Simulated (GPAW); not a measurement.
## zigzag Eu chain, bond 3.709 A: cost and accuracy of the Hubbard U

Aim: see how far moments and order energies of zigzag Eu chain, bond 3.709 A move with the Hubbard U, and what each rung costs.

Calculated with GPAW 26.7.0; PBE with several values of U; plane waves with GPAW's PAW setups, scalar-relativistic.

## Step 1: The starting structure

The cell holds 2 atoms: 2 Eu. Its edges and angles: a = 12.000 Å, b = 12.000 Å, c = 4.451 Å, α = 90.0°, β = 90.0°, γ = 90.0°. model lattice. Vacuum lies along a and b. The structure's axis is c.

## Step 2: Rung 1 (no U), start ferro ++

Each rung takes a larger U, to see how far the results hang on a number that is chosen.

order1.py

```python
import json
import numpy as np
from ase import Atoms
from ase.parallel import paropen, parprint
from gpaw import GPAW

atoms = Atoms(['Eu', 'Eu'],
    cell=[[12.0, 0.0, 0.0],
         [0.0, 12.0, 0.0],
         [0.0, 0.0, 4.4508]],
    scaled_positions=[[0.37636667, 0.5, 0.0],
         [0.62363333, 0.5, 0.5]],
    pbc=True,
    magmoms=[7.0, 7.0])
atoms.calc = GPAW(mode={'name': 'pw', 'ecut': 700},
    xc='PBE',
    kpts={'size': (1, 1, 6), 'gamma': True},
    occupations={'name': 'fermi-dirac', 'width': 0.1},
    convergence={'density': 0.0001, 'energy': 1e-05},
    maxiter=200,
    mixer={'name': 'pulay', 'beta': 0.05, 'nmaxold': 3, 'weight': 1},
    symmetry={'tolerance': 1e-4},
    txt='order1.txt')
e = atoms.get_potential_energy(force_consistent=True)
res = {'free_energy': e, 'energy_sigma0': atoms.get_potential_energy(), 'fermi_energy': atoms.calc.get_fermi_level()}
res['moments'] = atoms.get_magnetic_moments().tolist()
res['total'] = atoms.get_magnetic_moment()
parprint('site moments (muB):', np.round(res['moments'], 3))
parprint(f"total moment: {res['total']:.3f} muB")
parprint(f'free energy: {e:.6f} eV')
atoms.calc.write('order1.gpw')
with paropen('results.json', 'w') as f:
    json.dump(res, f)
```

Run with:

```console
$ OMP_NUM_THREADS=1 mpirun -n 2 gpaw python order1.py > order1.log
```

Numbers of over 12 decimals in the logs are rounded to 6 here.

The log of the run:

```text
site moments (muB): [6.828 6.828]
total moment: 15.318 muB
free energy: -17.264558 eV

--- order1.txt ---
Input parameters:
  mode=PW(ecut=700),
  convergence={'density': 0.0001, 'energy': 1e-05},
  kpts=MonkhorstPack(size=(1, 1, 6), gamma=True),
  maxiter=200,
  mixer=Pulay(name='pulay', nmaxold=3, beta=0.05, weight=1, sigma=0.015, g_ss=None),
  occupations=Occupations(name='fermi-dirac', width=0.1),
  symmetry=Symmetry(tolerance=0.0001),
  xc=XC(name='PBE')

Diagonalizing LCAO Hamiltonian
Converting LCAO to pw mode
        .----------------------------.
       /|                            |
      / |                            |
     /  |                            |
    /   |                            |
   /    .----------------------------.
  /    /               Eu           /
 *    /                            /
 |   /                            /
 |  /          Eu                /
 | /                            /
 |/                            /
 *----------------------------*

Atoms  # Å, Bohr magnetons
|   | symbol |        x |        y |        z |    initial magnetic moments |
|---|--------|----------|----------|----------|-----------------------------|
| 0 |     Eu | 4.516400 | 6.000000 | 0.000000 | ( 0.0000,  0.0000,  7.0000) |
| 1 |     Eu | 7.483600 | 6.000000 | 2.225400 | ( 0.0000,  0.0000,  7.0000) |

Unit cell  # Å
| periodic |         x |         y |        z |   lengths |    angles |
|----------|-----------|-----------|----------|-----------|-----------|
|      yes | 12.000000 |  0.000000 | 0.000000 | 12.000000 | 90.000000 |
|      yes |  0.000000 | 12.000000 | 0.000000 | 12.000000 | 90.000000 |
|      yes |  0.000000 |  0.000000 | 4.450800 |  4.450800 | 90.000000 |

Number of symmetries: 4

BZ-sampling:
  Number of BZ points: 6
  Number of IBZ points: 4

  Monkhorst-Pack size: [1, 1, 6]
  Monkhorst-Pack shift: [0.0, 0.0, 0.083333]

Plane wave coefficients: 26975
Cutoff: 700.0 eV

Spin-components: 2 (collinear spins)
Bands:           33
Projectors:      16
Spin-degeneracy: 1
Datatype:        complex128

Parallelization:
  kpt:    2
  domain: 1
  band:   1

Density:
  Valence electrons: 34.0
  Components: 2
  Grid points: [75 75 28]
  Charge: 0.0  # |e|

Potential:
  Grid points: [75 75 28]

[... setups left out ...]
Reference energy: -590161.623223  # eV

eigensolver:
  PPCG
  Converge bands: occupied
  niter=2

density mixing:
  Pulay-Mixer
  Linear mixing parameters: 0.05
  Old densities: 3
  No metric

occupation numbers:
  Fermi-Dirac:
    width: 0.1000  # eV

poisson solver:
  ecut: 5600.0  # eV

xc functional:
  name: PBE with 2 nearest neighbor stencil

convergence criteria:
- Maximum integral of absolute [dens]ity change: 0.0001 electrons / valence electron
- Maximum [total energy] change in last 3 cyles: 1e-05 eV / valence electron
- Maximum integral of absolute [eigenst]ate change: 4e-08 eV^2 / valence electron
maximum number of iterations: 200

SCF iterations
|iter     |      energy | eigst |  dens |  magmom |
|---------|-------------|-------|-------|---------|
|iter:   1|       0s |  -17.521722 | -0.46 |       | +14.0328|
|iter:   2|      11s |  -17.239394 | -1.32 | -0.77 | +14.0174|
|iter:   3|      23s |  -17.205480 | -2.42 | -1.17 | +14.0459|
|iter:   4|      35s |  -17.136453 | -1.39 | -1.20 | +14.2397|
|iter:   5|      47s |  -17.133716 | -2.31 | -1.39 | +14.4256|
|iter:   6|      59s |  -17.144567 | -1.91 | -1.55 | +14.6656|
|iter:   7|      70s |  -17.148456 | -3.00 | -1.75 | +14.6986|
|iter:   8|      82s |  -17.169654 | -2.81 | -1.76 | +14.9341|
|iter:   9|      94s |  -17.175935 | -3.35 | -1.92 | +15.0216|
|iter:  10|     106s |  -17.177248 | -2.95 | -1.99 | +15.0681|
[... 24 iterations left out ...]
|iter:  35|     406s |  -17.195339c| -6.24 | -3.37 | +15.3189|
|iter:  36|     418s |  -17.195462c| -5.21 | -3.38 | +15.3217|
|iter:  37|     430s |  -17.195482c| -6.30 | -3.71 | +15.3219|
|iter:  38|     442s |  -17.195499c| -6.74 | -3.74 | +15.3218|
|iter:  39|     452s |  -17.195494c| -7.72c| -3.77 | +15.3214|
|iter:  40|     461s |  -17.195483c| -7.26 | -3.80 | +15.3203|
|iter:  41|     473s |  -17.195475c| -7.11 | -3.87 | +15.3190|
|iter:  42|     482s |  -17.195473c| -7.29 | -4.02c| +15.3185|
|iter:  43|     494s |  -17.195480c| -6.98 | -4.13c| +15.3185|
|iter:  44|     503s |  -17.195481c| -7.70c| -4.28c| +15.3184|

Converged in 44 steps
Energy contributions relative to reference atoms: (reference = -590161.623223)

Energy contributions:
  Kinetic:          42.779640
  Coulomb:         -34.728247
  Zero:             -0.556754
  External:          0.000000
  Xc:              -24.621043
  Entropy:          -0.138154
  Spinorbit:         0.000000
  ----------------------------
  Free energy:     -17.264558
  Extrapolated:    -17.195481

dipole moment: (0.000054, -0.000001, -24.543045)  # |e|*Ang

Total magnetic moment: (0.000000, 0.000000, 15.318379)

Local magnetic moments
|        x |        y |        z |
|----------|----------|----------|
| 0.000000 | 0.000000 | 6.827527 |  # Eu   0
| 0.000000 | 0.000000 | 6.827530 |  # Eu   1

Fermi level: -1.192
Eigenvalues  # (at kpt = [0.000, 0.000, 0.000])
| band index |      eig [eV] | occ [0-1] |      eig [eV] | occ [0-1] |
|------------|---------------|-----------|---------------|-----------|
|          0 |       -43.409 |     1.000 |       -40.179 |     1.000 |
|        ... |               |           |               |           |
|         10 |        -1.975 |     1.000 |        -0.338 |     0.000 |
|         11 |        -1.952 |     0.999 |        -0.146 |     0.000 |
|         12 |        -1.950 |     0.999 |        -0.090 |     0.000 |
|         13 |        -1.943 |     0.999 |         0.041 |     0.000 |
|         14 |        -1.933 |     0.999 |         0.285 |     0.000 |
|         15 |        -1.931 |     0.999 |         0.320 |     0.000 |
|         16 |        -1.901 |     0.999 |         1.060 |     0.000 |
|         17 |        -1.896 |     0.999 |         1.134 |     0.000 |
|         18 |        -1.891 |     0.999 |         1.408 |     0.000 |
|         19 |        -1.884 |     0.999 |         1.726 |     0.000 |
|         20 |        -1.878 |     0.999 |         1.806 |     0.000 |
|         21 |        -1.875 |     0.999 |         2.214 |     0.000 |
|         22 |        -1.870 |     0.999 |         2.271 |     0.000 |
|         23 |        -1.843 |     0.999 |         2.290 |     0.000 |
|         24 |        -1.294 |     0.734 |         2.463 |     0.000 |
|        ... |               |           |               |           |
|         32 |         0.712 |     0.000 |         2.880 |     0.000 |

No gap
No difference between direct/indirect transitions
```

The job ended after 8.7 min (2 MPI ranks of Arm Neoverse N1, shared host; peak memory 1.1 GiB; 17 min of CPU time).

Read from the output:

```yaml
magnetization: 15.32 μB
final_state: ferromagnetic
largest_moment: 6.828 μB
```

After 44 cycles the largest moment stands at 6.83 μB.

## Step 3: Rung 1 (no U), start antiferro +-

The second start gives the energy difference between the two end states, the quantity that is followed up the ladder.

order2.py is the script of step 2 with these lines changed:

```diff
@@ -13,3 +13,3 @@
     pbc=True,
-    magmoms=[7.0, 7.0])
+    magmoms=[7.0, -7.0])
 atoms.calc = GPAW(mode={'name': 'pw', 'ecut': 700},
@@ -22,3 +22,3 @@
     symmetry={'tolerance': 1e-4},
-    txt='order1.txt')
+    txt='order2.txt')
 e = atoms.get_potential_energy(force_consistent=True)
@@ -30,3 +30,3 @@
 parprint(f'free energy: {e:.6f} eV')
-atoms.calc.write('order1.gpw')
+atoms.calc.write('order2.gpw')
 with paropen('results.json', 'w') as f:
```

Run with:

```console
$ OMP_NUM_THREADS=1 mpirun -n 2 gpaw python order2.py > order2.log
```

The log of the run:

```text
site moments (muB): [ 6.757 -6.757]
total moment: -0.000 muB
free energy: -17.113031 eV

--- order2.txt ---
Input parameters:
  mode=PW(ecut=700),
  convergence={'density': 0.0001, 'energy': 1e-05},
  kpts=MonkhorstPack(size=(1, 1, 6), gamma=True),
  maxiter=200,
  mixer=Pulay(name='pulay', nmaxold=3, beta=0.05, weight=1, sigma=0.015, g_ss=None),
  occupations=Occupations(name='fermi-dirac', width=0.1),
  symmetry=Symmetry(tolerance=0.0001),
  xc=XC(name='PBE')

Diagonalizing LCAO Hamiltonian
Converting LCAO to pw mode
        .----------------------------.
       /|                            |
      / |                            |
     /  |                            |
    /   |                            |
   /    .----------------------------.
  /    /               Eu           /
 *    /                            /
 |   /                            /
 |  /          Eu                /
 | /                            /
 |/                            /
 *----------------------------*

Atoms  # Å, Bohr magnetons
|   | symbol |        x |        y |        z |    initial magnetic moments |
|---|--------|----------|----------|----------|-----------------------------|
| 0 |     Eu | 4.516400 | 6.000000 | 0.000000 | ( 0.0000,  0.0000,  7.0000) |
| 1 |     Eu | 7.483600 | 6.000000 | 2.225400 | ( 0.0000,  0.0000, -7.0000) |

Number of symmetries: 4

BZ-sampling:
  Number of BZ points: 6
  Number of IBZ points: 4

  Monkhorst-Pack size: [1, 1, 6]
  Monkhorst-Pack shift: [0.0, 0.0, 0.083333]

Plane wave coefficients: 26975
Cutoff: 700.0 eV

Spin-components: 2 (collinear spins)
Bands:           25
[...]
|iter:  25|     212s |  -17.039407c| -7.76c| -4.09c|  -0.0000|

Converged in 25 steps
Energy contributions relative to reference atoms: (reference = -590161.623223)

Energy contributions:
  Kinetic:          49.358201
  Coulomb:         -41.034636
  Zero:             -0.656375
  External:          0.000000
  Xc:              -24.632973
  Entropy:          -0.147248
  Spinorbit:         0.000000
  ----------------------------
  Free energy:     -17.113031
  Extrapolated:    -17.039407

dipole moment: (-0.000001, -0.000001, -24.530238)  # |e|*Ang

Total magnetic moment: (0.000000, 0.000000, -0.000000)

Local magnetic moments
|        x |        y |         z |
|----------|----------|-----------|
| 0.000000 | 0.000000 |  6.757093 |  # Eu   0
| 0.000000 | 0.000000 | -6.757093 |  # Eu   1

Fermi level: -1.079
Eigenvalues  # (at kpt = [0.000, 0.000, 0.000])
| band index |      eig [eV] | occ [0-1] |      eig [eV] | occ [0-1] |
|------------|---------------|-----------|---------------|-----------|
|          0 |       -43.349 |     1.000 |       -43.349 |     1.000 |
|        ... |               |           |               |           |
|          9 |        -2.023 |     1.000 |        -2.023 |     1.000 |
|         10 |        -1.859 |     1.000 |        -1.859 |     1.000 |
|         11 |        -1.842 |     1.000 |        -1.842 |     1.000 |
|         12 |        -1.825 |     0.999 |        -1.825 |     0.999 |
[...]
|         21 |        -0.148 |     0.000 |        -0.148 |     0.000 |
|         22 |         0.273 |     0.000 |         0.273 |     0.000 |
|         23 |         0.341 |     0.000 |         0.341 |     0.000 |
|         24 |         0.989 |     0.000 |         0.989 |     0.000 |

Gap: 0.203 eV
Transition (v -> c):
  (s=0, k=2, n=16, [0.00, 0.00, 0.33]) -> (s=1, k=0, n=17, [0.00, 0.00, 0.00])
Direct/indirect transitions are different
Direct gap: 0.283 eV
Transition at: (s=0, k=2, n=16, [0.00, 0.00, 0.33])
```

Elapsed: 3.8 min, on 2 MPI ranks; peak memory 1.1 GiB.

Read from the output:

```
magnetization  : 0 μB
final state    : antiferromagnetic
largest moment : 6.757 μB
```

This start lies +75.8 meV a seeded atom from the first; its largest moment is 6.76 μB.

## Step 4: Rung 2 (U = 1.5 eV on Eu f), start ferro ++

order1.py is the script of step 2 with these lines changed:

```diff
@@ -21,2 +21,3 @@
     mixer={'name': 'pulay', 'beta': 0.05, 'nmaxold': 3, 'weight': 1},
+    setups={'Eu': ':f,1.5'},
     symmetry={'tolerance': 1e-4},
```

Run with:

```console
$ OMP_NUM_THREADS=1 mpirun -n 2 gpaw python order1.py > order1.log
```

The log of the run:

```text
site moments (muB): [6.859 6.859]
total moment: 15.314 muB
free energy: -17.276888 eV

--- order1.txt ---
Input parameters:
  mode=PW(ecut=700),
  convergence={'density': 0.0001, 'energy': 1e-05},
  kpts=MonkhorstPack(size=(1, 1, 6), gamma=True),
  maxiter=200,
  mixer=Pulay(name='pulay', nmaxold=3, beta=0.05, weight=1, sigma=0.015, g_ss=None),
  occupations=Occupations(name='fermi-dirac', width=0.1),
[...]
|         13 |        -2.355 |     1.000 |         0.059 |     0.000 |
[...]
|         22 |        -2.261 |     1.000 |         2.282 |     0.000 |
|         23 |        -2.191 |     1.000 |         2.306 |     0.000 |
|         24 |        -1.288 |     0.753 |         2.582 |     0.000 |
|        ... |               |           |               |           |
|         32 |         0.779 |     0.000 |         3.898 |     0.000 |

No gap
No difference between direct/indirect transitions

[key lines of the parts left out:]
Free energy:     -17.276888
Converged in 42 steps
dipole moment: (-0.000005, -0.000001, -24.483809)  # |e|*Ang
Fermi level: -1.177
```

Run time: 8.5 min. Hardware: 2 MPI ranks; peak memory 1.1 GiB.

Read from the output:

* magnetization: 15.31 μB
* final state: ferromagnetic
* largest moment: 6.859 μB

The largest moment moves by +0.03 μB from rung 1, at 0.98 times its CPU time.

## Step 5: Rung 2 (U = 1.5 eV on Eu f), start antiferro +-

order2.py is the script of step 3 with these lines changed:

```diff
@@ -21,2 +21,3 @@
     mixer={'name': 'pulay', 'beta': 0.05, 'nmaxold': 3, 'weight': 1},
+    setups={'Eu': ':f,1.5'},
     symmetry={'tolerance': 1e-4},
```

Run with:

```console
$ OMP_NUM_THREADS=1 mpirun -n 2 gpaw python order2.py > order2.log
```

The log of the run:

```text
site moments (muB): [ 6.789 -6.789]
total moment: 0.000 muB
free energy: -17.140084 eV

--- order2.txt ---
Input parameters:
  mode=PW(ecut=700),
  convergence={'density': 0.0001, 'energy': 1e-05},
  kpts=MonkhorstPack(size=(1, 1, 6), gamma=True),
  maxiter=200,
  mixer=Pulay(name='pulay', nmaxold=3, beta=0.05, weight=1, sigma=0.015, g_ss=None),
  occupations=Occupations(name='fermi-dirac', width=0.1),
[...]
|         22 |         0.283 |     0.000 |         0.283 |     0.000 |
|         23 |         0.391 |     0.000 |         0.391 |     0.000 |
|         24 |         1.047 |     0.000 |         1.047 |     0.000 |

Gap: 0.188 eV
Transition (v -> c):
  (s=1, k=2, n=16, [0.00, 0.00, 0.33]) -> (s=0, k=0, n=17, [0.00, 0.00, 0.00])
Direct/indirect transitions are different
Direct gap: 0.279 eV
Transition at: (s=1->0, k=2, n=16, [0.00, 0.00, 0.33])

[key lines of the parts left out:]
Free energy:     -17.140084
Converged in 26 steps
dipole moment: (-0.000001, -0.000001, -24.479550)  # |e|*Ang
Fermi level: -1.065
```

Wall time 4 min (2 MPI ranks); peak memory 1.1 GiB.

Read from the output:

```yaml
magnetization: 0 μB
final_state: antiferromagnetic
largest_moment: 6.789 μB
```

This start lies +68.4 meV a seeded atom from the first, a change of -7.4 meV since rung 1; its largest moment is 6.79 μB.

## Step 6: Rung 3 (U = 3 eV on Eu f), start ferro ++

order1.py is the script of step 4 with these lines changed:

```diff
@@ -21,3 +21,3 @@
     mixer={'name': 'pulay', 'beta': 0.05, 'nmaxold': 3, 'weight': 1},
-    setups={'Eu': ':f,1.5'},
+    setups={'Eu': ':f,3.0'},
     symmetry={'tolerance': 1e-4},
```

Run with:

```console
$ OMP_NUM_THREADS=1 mpirun -n 2 gpaw python order1.py > order1.log
```

The log of the run:

```text
site moments (muB): [6.88 6.88]
total moment: 15.307 muB
free energy: -17.337006 eV

--- order1.txt ---
Input parameters:
  mode=PW(ecut=700),
  convergence={'density': 0.0001, 'energy': 1e-05},
  kpts=MonkhorstPack(size=(1, 1, 6), gamma=True),
  maxiter=200,
  mixer=Pulay(name='pulay', nmaxold=3, beta=0.05, weight=1, sigma=0.015, g_ss=None),
  occupations=Occupations(name='fermi-dirac', width=0.1),
[...]
|         13 |        -2.895 |     1.000 |         0.067 |     0.000 |
[...]
|         22 |        -2.801 |     1.000 |         2.286 |     0.000 |
|         23 |        -2.216 |     1.000 |         2.310 |     0.000 |
|         24 |        -1.286 |     0.766 |         2.627 |     0.000 |
|        ... |               |           |               |           |
|         32 |         0.820 |     0.000 |         4.652 |     0.000 |

No gap
No difference between direct/indirect transitions

[key lines of the parts left out:]
Free energy:     -17.337006
Converged in 28 steps
dipole moment: (0.000119, -0.000001, -24.443165)  # |e|*Ang
Fermi level: -1.168
```

The job ended after 5.7 min (2 MPI ranks; peak memory 1.1 GiB).

Numbers from this step:

```yaml
magnetization: 15.31 μB
final_state: ferromagnetic
largest_moment: 6.880 μB
```

The largest moment moves by +0.02 μB from rung 2, at 0.67 times its CPU time.

## Step 7: Rung 3 (U = 3 eV on Eu f), start antiferro +-

order2.py is the script of step 5 with these lines changed:

```diff
@@ -21,3 +21,3 @@
     mixer={'name': 'pulay', 'beta': 0.05, 'nmaxold': 3, 'weight': 1},
-    setups={'Eu': ':f,1.5'},
+    setups={'Eu': ':f,3.0'},
     symmetry={'tolerance': 1e-4},
```

Run with:

```console
$ OMP_NUM_THREADS=1 mpirun -n 2 gpaw python order2.py > order2.log
```

The log of the run:

```text
site moments (muB): [ 6.81 -6.81]
total moment: 0.000 muB
free energy: -17.208363 eV

--- order2.txt ---
Input parameters:
  mode=PW(ecut=700),
  convergence={'density': 0.0001, 'energy': 1e-05},
  kpts=MonkhorstPack(size=(1, 1, 6), gamma=True),
  maxiter=200,
  mixer=Pulay(name='pulay', nmaxold=3, beta=0.05, weight=1, sigma=0.015, g_ss=None),
  occupations=Occupations(name='fermi-dirac', width=0.1),
[...]
|         21 |        -0.108 |     0.000 |        -0.108 |     0.000 |
|         22 |         0.286 |     0.000 |         0.286 |     0.000 |
|         23 |         0.421 |     0.000 |         0.421 |     0.000 |
|         24 |         1.085 |     0.000 |         1.085 |     0.000 |

Gap: 0.178 eV
Transition (v -> c):
  (s=1, k=2, n=16, [0.00, 0.00, 0.33]) -> (s=1, k=0, n=17, [0.00, 0.00, 0.00])
Direct/indirect transitions are different
Direct gap: 0.277 eV
Transition at: (s=1, k=2, n=16, [0.00, 0.00, 0.33])

[key lines of the parts left out:]
Free energy:     -17.208363
Converged in 31 steps
dipole moment: (-0.000001, -0.000001, -24.442906)  # |e|*Ang
Fermi level: -1.056
```

It took 4.6 min on 2 MPI ranks; peak memory 1.1 GiB; 9.2 min of CPU time.

This step gave:

- magnetization: 0 μB
- final state: antiferromagnetic
- largest moment: 6.810 μB

This start lies +64.3 meV a seeded atom from the first, a change of -4.1 meV since rung 2; its largest moment is 6.81 μB.

[end of part 1 of 2]

[Logs and program files are shortened in this print: banners, set-up blocks, solver, clock and traceback lines can be left out without a mark of their own.]

[Logs are printed without paths, hosts, clocks, repeated set-up lines and the standing remarks that a program may print on its own settings, such as how far it seeks lower states.]

[Hosts, paths, dates, database ids (printed as entryN), source tags and the programs' standing remarks are cut or masked in the printed files.]

[Where a cell is said to come from a database of computed structures, the database is the Materials Project.]
